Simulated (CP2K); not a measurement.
Consider cyclopropane at its PBE geometry (Å).

```xyz
9

C     0.8569    0.1561    0.0595
C    -0.2850   -0.8014   -0.1960
C    -0.5727    0.6448    0.1358
H     1.4112    0.0541    0.9915
H     1.4606    0.4722   -0.7900
H    -0.4521   -1.1353   -1.2190
H    -0.5001   -1.5527    0.5627
H    -0.9837    0.8719    1.1185
H    -0.9352    1.2902   -0.6630
```

Method: CP2K XAS_TDP, all-electron GAPW, PBEh(45%), aug-cc-pVDZ, TDA, GW2X-corrected core level, no relativity.

Question: Predict the bright core excitations at the C K edge.

Leading lines: C1 290.26 eV. The leading line of an atom is its first one with 35 % of the strongest within 2.5 eV of its lowest line over the strength cut. Core ionisation energies at this level: C1 291.82 eV.

The first six lines of each atom with a strength over 0.0015:

```tsv
atom	energy (eV)	states	strength, one atom	above the computed threshold
C1 (bonded to 2 C and 2 H), 3 alike	289.97	1	0.0053	
	290.26	1	0.0153	
	290.80	2	0.0037	
	291.29	1	0.0378	
	291.89	1	0.0045	yes
	292.40	1	0.0086	yes
```

Lines are vertical, at one geometry, with no vibrational structure. GW2X ionisation energies and lines can be off by 1 to 2 eV either way, and a good line position may hide errors that cancel. These values hold no scalar relativity, about 0.1 eV for C 1s. Rydberg lines, and the discretised continuum above threshold, depend on the basis and the box.

[Banner, clock and machine lines of the logs are left out without a mark of their own.]

[Logs are printed without paths, hosts, clocks, repeated set-up lines and the standing remarks that a program may print on its own settings, such as how far it seeks lower states.]

[Hosts, paths, dates, database ids (printed as entryN), source tags and the programs' standing remarks are cut or masked in the printed files.]
